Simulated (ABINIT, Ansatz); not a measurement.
Planning a run of ABINIT 10.8.3 on KCaCl3 (Pm-3m). The input:

```
acell 3*1.0 Angstrom
rprim 
  5.393523000000 0.000000000000 0.000000000000
  0.000000000000 5.393523000000 0.000000000000
  0.000000000000 0.000000000000 5.393523000000
ntypat 3
znucl 19 20 17
natom 5
typat 1 2 3 3 3
xred 
  0.000000000000 0.000000000000 0.000000000000
  0.500000000000 0.500000000000 0.500000000000
  0.000000000000 0.500000000000 0.500000000000
  0.500000000000 0.000000000000 0.500000000000
  0.500000000000 0.500000000000 0.000000000000
pp_dirpath "pseudos"
pseudos "K.upf, Ca.upf, Cl.upf"
ecut 33
ngkpt 2 2 2
nshiftk 1
shiftk 0 0 0
kptopt 1
chksymbreak 0
istwfk *1
occopt 1
irdwfk 1
optdriver 99
bs_calctype 1
mbpt_sciss 2.394 eV
bs_loband 12
nband 28
bs_exchange_term 0
bs_coulomb_term 11
bs_coupling 0
bs_algorithm 1
bs_freq_mesh 0 11 0.1 eV
zcut 0.15 eV
ecuteps 3.6
ecutwfn 16.5
inclvkb 2
irdscr 1
indata_prefix "in"
outdata_prefix "out"
tmpdata_prefix "tmp"
```

```sh
OMP_NUM_THREADS=1 mpirun -n 4 abinit run.abi > log
```

Q: How long will it take on 4 MPI ranks of Arm Neoverse N1, shared host, and how much memory?

It took 40 s; on shared hardware allow 20 s to 80 s. Peak host memory was 0.49 GiB.

The matrix is small, so building the kernel's matrix elements and any screening outweighs its diagonalisation.

[Paths, hosts, dates, memory and timing lines, banners, echoed tables and standing remarks are left out of the program output.]

[Logs are printed without paths, hosts, clocks, repeated set-up lines and the standing remarks that a program may print on its own settings, such as how far it seeks lower states.]

[Runs of the session that timed out or met a known fault of the program may be left out.]

[Hosts, paths, dates, database ids (printed as entryN), source tags and the programs' standing remarks are cut or masked in the printed files.]

[G0W0 gaps are taken among the corrected bands and points alone; a level outside them can change the order at an edge.]

[Where Ansatz stands beside ABINIT at settings called matched, ABINIT's density can come from a denser mesh and the files from another edition; pairs whose starting gaps differed by over 0.03 eV were left out, so agreement reads better than it is.]
